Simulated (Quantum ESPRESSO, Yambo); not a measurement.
# WSe2 (P6_3/mmc): G0W0 in Yambo against the bands

How does the gap of WSe2 (P6_3/mmc) converge in the bands?

Calculated with Yambo 5.3.0; PBE and many-body steps on it, plane waves.

The database entry behind the starting cell differs from later determinations by our own check (a about 0.2 % long), so it need not match the best structure at ambient conditions.

### Step 1. The starting structure

The structure is hexagonal, space group P6_3/mmc (No. 194). The conventional cell has a = 3.290 Å, b = 3.290 Å, c = 12.970 Å, α = 90.00°, β = 90.00°, γ = 120.00°. Nearest to W lie 6 Se at 2.53 Å. Nearest to Se lie 3 W at 2.53 Å. Farther neighbours and most contacts between anions are not listed.

Coordinates:

```cif
data_structure
_symmetry_space_group_name_H-M 'P 1'
_symmetry_Int_Tables_number 1
_cell_length_a 3.2900
_cell_length_b 3.2900
_cell_length_c 12.9700
_cell_angle_alpha 90.000
_cell_angle_beta 90.000
_cell_angle_gamma 120.000
_cell_volume 121.58
loop_
_atom_site_label
_atom_site_type_symbol
_atom_site_fract_x
_atom_site_fract_y
_atom_site_fract_z
_atom_site_occupancy
W1 W 0.33333 0.66667 0.25000 1
W2 W 0.66667 0.33333 0.75000 1
Se3 Se 0.33333 0.66667 0.62100 1
Se4 Se 0.66667 0.33333 0.12100 1
Se5 Se 0.33333 0.66667 0.87900 1
Se6 Se 0.66667 0.33333 0.37900 1
```

The cell and positions come from the Crystallography Open Database and are kept as given unless a step says otherwise. Spin-orbit coupling is left out unless a step names it.

### Step 2. 75 bands

This step: Yambo 5.3.0; G0W0 on PBE, plane waves, norm-conserving pseudopotentials.

Now the one-shot GW correction: screening in the RPA, then the self-energy of the levels asked for.

The input, gw1.in:

```
HF_and_locXC
gw0
dyson
ppa
em1d
rim_cut
RandQpts= 1000000
RandGvec= 1 RL
EXXRLvcs= 104 Ry
VXCRLvcs= 416 Ry
Chimod= "HARTREE"
% BndsRnXp
 1 | 75 |
%
NGsBlkXp= 6.5 Ry
% LongDrXp
 1 | 1 | 1 |
%
% GbndRnge
 1 | 75 |
%
DysSolver= "n"
ExtendOut
PPAPntXp= 27.21138 eV
% QPkrange
 1 | 1 | 61 | 64 |
 5 | 5 | 61 | 64 |
 7 | 7 | 61 | 64 |
%
```

Run with:

```
$ OMP_NUM_THREADS=2 mpirun -n 4 yambo -F gw1.in -J gw1 -C gw1 > gw1.log
```

The log of the run:

```text
 Yambo, version 5.3.0

 [02] CORE Variables Setup
 =========================

  [... cell, symmetries and grids as in the set-up ...]

  [02.05] Energies & Occupations
  ==============================

  [X] === General ===
  [X] Electronic Temperature                        :  0.000000  0.000000 [eV K]
  [X] Bosonic    Temperature                        :  0.000000  0.000000 [eV K]
  [X] Finite Temperature mode                       : no
  [X] El. density                                   :  0.10199E+25 [cm-3]
  [X] Fermi Level                                   :  13.97297 [eV]

  [X] === Gaps and Widths ===
  [X] Conduction Band Min                           :  0.979082 [eV]
  [X] Valence Band Max                              :  0.000000 [eV]
  [X] Filled Bands                                  :   62
  [X] Empty Bands                                   :   63  297
  [X] Direct Gap                                    :  1.523861 [eV]
  [X] Direct Gap localized at k                     :   7
  [X] Indirect Gap                                  :  0.979082 [eV]
  [X] Indirect Gap between kpts                     :   1   5
  [X] Last valence band width                       :  1.440995 [eV]
  [X] 1st conduction band width                     :  1.661850 [eV]

 [03] Transferred momenta grid and indexing
 ==========================================

 IBZ Q-points                                      :   7
 BZ  Q-points                                      :   36

 K/Q-points units:
 rlu = crystal or reduced units; cc = cartesian coordinates; iku = interal k-units

 Q [1]          [rlu]:  0.000000  0.000000  0.000000
 Q [2]          [rlu]: -0.12142E-17  0.16667       0.0000
 Q [3]          [rlu]: -0.24284E-17  0.33333       0.0000
 Q [4]          [rlu]:  0.36427E-17 -0.50000       0.0000
 Q [5]          [rlu]:  0.166667  0.166667  0.000000
 Q [6]          [rlu]:  0.166667  0.333333  0.000000
 Q [7]          [rlu]:  0.333333  0.333333  0.000000

 [04] Coloumb potential Random Integration (RIM)
 ===============================================

  [04.01] RIM initialization
  ==========================

  * Diagonal components only detected *

  8 x (sBL volume)        :  0.067184 [a.u.]
  sBZ random points       :  1000000
  Points outside the sBZ  :   7993074
  RL volume               :  0.302330 [a.u.]
  Integrated volume       :  0.302592 [a.u.]

  [04.02] RIM integrals
  =====================

  Gamma point sphere radius             :  0.073741 [a.u.]
  Points outside the sphere             :   799513
  [Int_sBZ(q=0) 1/q^2]*(Vol_sBZ)^(-1/3) =:  7.609463
                                 should be <:  7.795600

  Summary of Coulomb integrals for non-metallic bands |Q|[au] RIM/Bare

  Q [1] 0.100000E-4 0.976123 * Q [2] 0.194493 0.983883
  Q [5] 0.336871 0.996983 * Q [3] 0.388985 0.998181
  Q [6] 0.514579 0.999436 * Q [4] 0.583478 1.000258
  Q [7] 0.673742 1.000027

 [WARNING] [Xp] User bands 1-75 break level degeneracy

 [05] Dipoles
 ============

  [05.01] Setup: observables and procedures
  =========================================

  [WARNING] [x,Vnl] slows the Dipoles computation. To neglect it rename the ns.kb_pp file

 [06] Dynamic Dielectric Matrix (PPA)
 ====================================

 [WR./gw1//ndb.pp]---------------------------------------------------------------
  Brillouin Zone Q/K grids (IBZ/BZ)                :    7   36    7   36
  RL vectors                                       :  17593 [WF]
  Coulomb cutoff potential                         : none
  Electronic Temperature                           :  0.000000 [K]
  Bosonic    Temperature                           :  0.000000 [K]
  PPA    diel. fun.  energies                      : Perdew, Burke & Ernzerhof(X)+Perdew, Burke & Ernzerhof(C)
  wavefunctions                                    : Perdew, Burke & Ernzerhof(X)+Perdew, Burke & Ernzerhof(C)
  Global Gauge                                     : length
  X matrix size                                    :  229
[...]
X poles                                          :  100.0000 [o/o]
  RL vectors in the sum                            :  17593
  [r,Vnl] included                                 : yes
  Field direction                                  :  0.577350E-5  0.577350E-5  0.577350E-5
  BZ energy Double Grid                            : no
  BZ energy DbGd points                            : 0
  BZ Q point size factor                           : -1.000000
  X Optical Averaged directions                    : none

 [07] Local Exchange-Correlation + Non-Local Fock
 ================================================

 [VXC] Plane waves :  117381
 [EXS] Plane waves :  14629

 QP @ state[ 1 ] K range:  1  1
 QP @ state[ 1 ] b range:   61   64
 QP @ state[ 2 ] K range:   5   5
 QP @ state[ 2 ] b range:   61   64
 QP @ state[ 3 ] K range:   7   7
 QP @ state[ 3 ] b range:   61   64

 [xc] Functional : Perdew, Burke & Ernzerhof(X)+Perdew, Burke & Ernzerhof(C)
 [xc] LIBXC used to calculate xc functional
  PP Number of Atomic Species                      :  2
  NLCC RL compoments                               :  117381
  PP Number of Atomic Species                      :  2
  NLCC RL compoments                               :  117381

 [xc] E_xc :  -116.4122 [Ha]
      E_xc :  -232.8245 [Ry]

  Local XC kind (lXC) : Perdew, Burke & Ernzerhof(X)+Perdew, Burke & Ernzerhof(C)
  Non-Local XC kind (nlXC) : Hartree-Fock

  Corrections @ K [1] :  [eV]
 <61|nlXC|61> = -16.86468  0.17394E-16 <61|lXC|61> = -14.84011 -0.47245E-23
 <62|nlXC|62> = -16.19061  0.60048E-17 <62|lXC|62> = -16.07180 -0.13792E-23
 <63|nlXC|63> = -11.51260 -0.17460E-17 <63|lXC|63> = -15.98774 -0.18882E-15
 <64|nlXC|64> = -11.51254  0.19139E-18 <64|lXC|64> = -15.98774 -0.75145E-25

  Corrections @ K [5] :  [eV]
 <61|nlXC|61> = -16.30421  0.17754E-16 <61|lXC|61> = -15.48282  0.23602E-16
 <62|nlXC|62> = -16.49217 -0.17806E-17 <62|lXC|62> = -15.62474 -0.18882E-15
[...]
Corrections @ K [7] :  [eV]
[...]
<62|nlXC|62> = -15.61517  0.75585E-17 <62|lXC|62> = -15.56000  0.15840E-24
 <63|nlXC|63> = -11.88080  0.12686E-17 <63|lXC|63> = -16.26387 -0.18882E-15
 <64|nlXC|64> = -11.88080  0.31004E-17 <64|lXC|64> = -16.26388 -0.23602E-16

  [07.01] Hartree-Fock occupations report
  =======================================

  [Hartree-Fock] === General ===
  [Hartree-Fock] Electronic Temperature             :  0.000000  0.000000 [eV K]
  [Hartree-Fock] Bosonic    Temperature             :  0.000000  0.000000 [eV K]
  [Hartree-Fock] Finite Temperature mode            : no
  [Hartree-Fock] El. density                        :  0.10199E+25 [cm-3]
  [Hartree-Fock] Fermi Level                        :  13.97297 [eV]

  [Hartree-Fock] === Gaps and Widths ===
  [Hartree-Fock] Conduction Band Min                :  1.555582 [eV]
  [Hartree-Fock] Valence Band Max                   : -0.118810 [eV]
  [Hartree-Fock] Filled Bands                       :   62
  [Hartree-Fock] Empty Bands                        :   63  297
  [Hartree-Fock] Direct Gap                         :  2.323251 [eV]
  [Hartree-Fock] Direct Gap localized at k          :  2
  [Hartree-Fock] Indirect Gap                       :  1.674392 [eV]
  [Hartree-Fock] Indirect Gap between kpts          :  1  3
  [Hartree-Fock] Last valence band width            :  1.845453 [eV]
  [Hartree-Fock] 1st conduction band width          :  5.560487 [eV]

 [08] Dyson equation: Newton solver
 ==================================

  [08.01] G0W0 (W PPA)
  ====================

  [  GW  ] Bands range     :    1   75
  [GW/PPA] G damping       :  0.100000 [eV]

  QP @ state[ 1 ] K range:  1  1
  QP @ state[ 1 ] b range:   61   64
  QP @ state[ 2 ] K range:   5   5
  QP @ state[ 2 ] b range:   61   64
  QP @ state[ 3 ] K range:   7   7
  QP @ state[ 3 ] b range:   61   64

   Sc/G bands                                       :    1   75
   Sc/G damping                                     :  0.100000 ev
   Sc bands terminator                              : no
   Sx RL components                                 :  14629

   QP @ state[ 1 ] K range                          :  1  1
   QP @ state[ 1 ] b range                          :   61   64
   QP @ state[ 2 ] K range                          :   5   5
   QP @ state[ 2 ] b range                          :   61   64
   QP @ state[ 3 ] K range                          :   7   7
   QP @ state[ 3 ] b range                          :   61   64
   GF energies kind                                 : Perdew, Burke & Ernzerhof(X)+Perdew, Burke & Ernzerhof(C)
   GF WF`s kind                                     : Perdew, Burke & Ernzerhof(X)+Perdew, Burke & Ernzerhof(C)
   Xs energies kind                                 : Perdew, Burke & Ernzerhof(X)+Perdew, Burke & Ernzerhof(C)
   Xs WF`s kind                                     : Perdew, Burke & Ernzerhof(X)+Perdew, Burke & Ernzerhof(C)

 [11] Game Over & Game summary
```

It took 72 s on 4 MPI ranks of Arm Neoverse V2, shared host; peak memory 6.2 GiB.

Numbers from this step:

```
G0W0 gap on the points computed              : 1.301 eV
starting gap on the mesh                     : 0.9791 eV
k of the valence top                         : 0, 0, 0
k of the conduction bottom                   : 0.1667, 0.1667, 0
least direct G0W0 gap on the computed points : 2.127 eV
Z at the valence top                         : 0.7892
Z at the conduction bottom                   : 0.8009
```

The gap on the mesh goes from 0.98 eV to 1.30 eV, a correction of +0.32 eV.

### Step 3. 91 bands

gw2.in, as its differences from gw1.in of step 2:

```diff
@@ -12,3 +12,3 @@
 % BndsRnXp
- 1 | 75 |
+ 1 | 91 |
 %
@@ -19,3 +19,3 @@
 % GbndRnge
- 1 | 75 |
+ 1 | 91 |
 %
```

Run with:

```
$ OMP_NUM_THREADS=2 mpirun -n 4 yambo -F gw2.in -J gw2 -C gw2 > gw2.log
```

The log of the run:

```text
 Yambo, version 5.3.0

 [02] CORE Variables Setup
 =========================

  [... cell, symmetries and grids as in the set-up ...]

  [02.05] Energies & Occupations
  ==============================

  [X] === General ===
  [X] Electronic Temperature                        :  0.000000  0.000000 [eV K]
  [X] Bosonic    Temperature                        :  0.000000  0.000000 [eV K]
  [X] Finite Temperature mode                       : no
  [X] El. density                                   :  0.10199E+25 [cm-3]
  [X] Fermi Level                                   :  13.97297 [eV]

  [X] === Gaps and Widths ===
  [X] Conduction Band Min                           :  0.979082 [eV]
  [X] Valence Band Max                              :  0.000000 [eV]
  [X] Filled Bands                                  :   62
  [X] Empty Bands                                   :   63  297
  [X] Direct Gap                                    :  1.523861 [eV]
  [X] Direct Gap localized at k                     :   7
  [X] Indirect Gap                                  :  0.979082 [eV]
  [X] Indirect Gap between kpts                     :   1   5
  [X] Last valence band width                       :  1.440995 [eV]
  [X] 1st conduction band width                     :  1.661850 [eV]

 [03] Transferred momenta grid and indexing
 ==========================================

 IBZ Q-points                                      :   7
 BZ  Q-points                                      :   36

 K/Q-points units:
 rlu = crystal or reduced units; cc = cartesian coordinates; iku = interal k-units

 Q [1]          [rlu]:  0.000000  0.000000  0.000000
 Q [2]          [rlu]: -0.12142E-17  0.16667       0.0000
 Q [3]          [rlu]: -0.24284E-17  0.33333       0.0000
[...]
[Hartree-Fock] Conduction Band Min                :  1.555582 [eV]
  [Hartree-Fock] Valence Band Max                   : -0.118810 [eV]
  [Hartree-Fock] Filled Bands                       :   62
  [Hartree-Fock] Empty Bands                        :   63  297
  [Hartree-Fock] Direct Gap                         :  2.323251 [eV]
  [Hartree-Fock] Direct Gap localized at k          :  2
  [Hartree-Fock] Indirect Gap                       :  1.674392 [eV]
  [Hartree-Fock] Indirect Gap between kpts          :  1  3
  [Hartree-Fock] Last valence band width            :  1.845453 [eV]
  [Hartree-Fock] 1st conduction band width          :  5.560487 [eV]

 [08] Dyson equation: Newton solver
 ==================================

  [08.01] G0W0 (W PPA)
  ====================

  [  GW  ] Bands range     :    1   91
  [GW/PPA] G damping       :  0.100000 [eV]

  QP @ state[ 1 ] K range:  1  1
  QP @ state[ 1 ] b range:   61   64
  QP @ state[ 2 ] K range:   5   5
  QP @ state[ 2 ] b range:   61   64
  QP @ state[ 3 ] K range:   7   7
  QP @ state[ 3 ] b range:   61   64

   Sc/G bands                                       :    1   91
   Sc/G damping                                     :  0.100000 ev
   Sc bands terminator                              : no
   Sx RL components                                 :  14629

   QP @ state[ 1 ] K range                          :  1  1
   QP @ state[ 1 ] b range                          :   61   64
   QP @ state[ 2 ] K range                          :   5   5
   QP @ state[ 2 ] b range                          :   61   64
   QP @ state[ 3 ] K range                          :   7   7
   QP @ state[ 3 ] b range                          :   61   64
   GF energies kind                                 : Perdew, Burke & Ernzerhof(X)+Perdew, Burke & Ernzerhof(C)
   GF WF`s kind                                     : Perdew, Burke & Ernzerhof(X)+Perdew, Burke & Ernzerhof(C)
   Xs energies kind                                 : Perdew, Burke & Ernzerhof(X)+Perdew, Burke & Ernzerhof(C)
   Xs WF`s kind                                     : Perdew, Burke & Ernzerhof(X)+Perdew, Burke & Ernzerhof(C)

 [11] Game Over & Game summary
```

It took 1.7 min on 4 MPI ranks; peak memory 6.2 GiB; 12 min of CPU time.

Numbers from this step:

* G0W0 gap on the points computed: 1.191 eV
* starting gap on the mesh: 0.9791 eV
* k of the valence top: 0, 0, 0
* k of the conduction bottom: 0.1667, 0.1667, 0
* least direct G0W0 gap on the computed points: 2.066 eV
* Z at the valence top: 0.7991
* Z at the conduction bottom: 0.8073

Against the run before, the gap moves by −0.110 eV.

### Step 4. 121 bands

gw3.in, as its differences from gw2.in of step 3:

```diff
@@ -12,3 +12,3 @@
 % BndsRnXp
- 1 | 91 |
+ 1 | 121 |
 %
@@ -19,3 +19,3 @@
 % GbndRnge
- 1 | 91 |
+ 1 | 121 |
 %
```

Run with:

```
$ OMP_NUM_THREADS=2 mpirun -n 4 yambo -F gw3.in -J gw3 -C gw3 > gw3.log
```

The log of the run:

```text
 Yambo, version 5.3.0

 [02] CORE Variables Setup
 =========================

  [... cell, symmetries and grids as in the set-up ...]

  [02.05] Energies & Occupations
  ==============================

  [X] === General ===
  [X] Electronic Temperature                        :  0.000000  0.000000 [eV K]
  [X] Bosonic    Temperature                        :  0.000000  0.000000 [eV K]
  [X] Finite Temperature mode                       : no
  [X] El. density                                   :  0.10199E+25 [cm-3]
[...]
QP @ state[ 2 ] b range                          :   61   64
   QP @ state[ 3 ] K range                          :   7   7
   QP @ state[ 3 ] b range                          :   61   64
   GF energies kind                                 : Perdew, Burke & Ernzerhof(X)+Perdew, Burke & Ernzerhof(C)
   GF WF`s kind                                     : Perdew, Burke & Ernzerhof(X)+Perdew, Burke & Ernzerhof(C)
   Xs energies kind                                 : Perdew, Burke & Ernzerhof(X)+Perdew, Burke & Ernzerhof(C)
   Xs WF`s kind                                     : Perdew, Burke & Ernzerhof(X)+Perdew, Burke & Ernzerhof(C)

 [11] Game Over & Game summary
```

Elapsed: 2.8 min, on 4 MPI ranks; peak memory 6.2 GiB.

Numbers from this step:

- G0W0 gap on the points computed: 1.171 eV
- starting gap on the mesh: 0.9791 eV
- k of the valence top: 0, 0, 0
- k of the conduction bottom: 0.1667, 0.1667, 0
- least direct G0W0 gap on the computed points: 2.038 eV

Against the run before, the gap moves by −0.020 eV.

[end of part 1 of 2]

[Paths, hosts, dates, memory and timing lines, banners, echoed tables and standing remarks are left out of the program output.]

[Logs are printed without paths, hosts, clocks, repeated set-up lines and the standing remarks that a program may print on its own settings, such as how far it seeks lower states.]

[Runs of the session that timed out or met a known fault of the program may be left out.]

[Hosts, paths, dates, database ids (printed as entryN), source tags and the programs' standing remarks are cut or masked in the printed files.]
